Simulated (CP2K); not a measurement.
Consider chloroform at its PBE geometry (Å).

```xyz
5

Cl   -0.8068    1.4937   -0.4278
C     0.0030    0.0013    0.1054
Cl   -0.9099   -1.4416   -0.3978
Cl    1.6833   -0.0643   -0.4766
H     0.0304    0.0110    1.1968
```

Method: CP2K XAS_TDP, all-electron GAPW, PBEh(45%), aug-pc-2, TDA, GW2X-corrected core level, ZORA, spin–orbit coupling.

Question: Predict the bright core excitations at the Cl L₂,₃ edge.

Leading lines: Cl1 201.09 eV. The leading line of an atom is its first one with 35 % of the strongest within 2.5 eV of its lowest line over the strength cut. Core ionisation energies at this level: Cl1 206.68/206.81/208.26 eV; the 2p½ level lies 1.51 eV above the 2p3/2 pair.

The first six lines of each atom with a strength over 0.0003:

| atom | energy (eV) | states | strength, one atom | above the computed threshold |
| --- | --- | --- | --- | --- |
| Cl1 (bonded to C), 3 alike | 201.09 | 2 | 0.0084 |  |
|  | 201.46 | 1 | 0.0004 |  |
|  | 202.60 | 2 | 0.0063 |  |
|  | 203.00 | 1 | 0.0005 |  |
|  | 204.34 | 1 | 0.0005 |  |
|  | 204.36 | 1 | 0.0008 |  |

Lines are vertical, at one geometry, with no vibrational structure. GW2X ionisation energies and lines can be off by 1 to 2 eV either way, and a good line position may hide errors that cancel. Rydberg lines, and the discretised continuum above threshold, depend on the basis and the box.

[Banner, clock and machine lines of the logs are left out without a mark of their own.]

[Logs are printed without paths, hosts, clocks, repeated set-up lines and the standing remarks that a program may print on its own settings, such as how far it seeks lower states.]

[Hosts, paths, dates, database ids (printed as entryN), source tags and the programs' standing remarks are cut or masked in the printed files.]
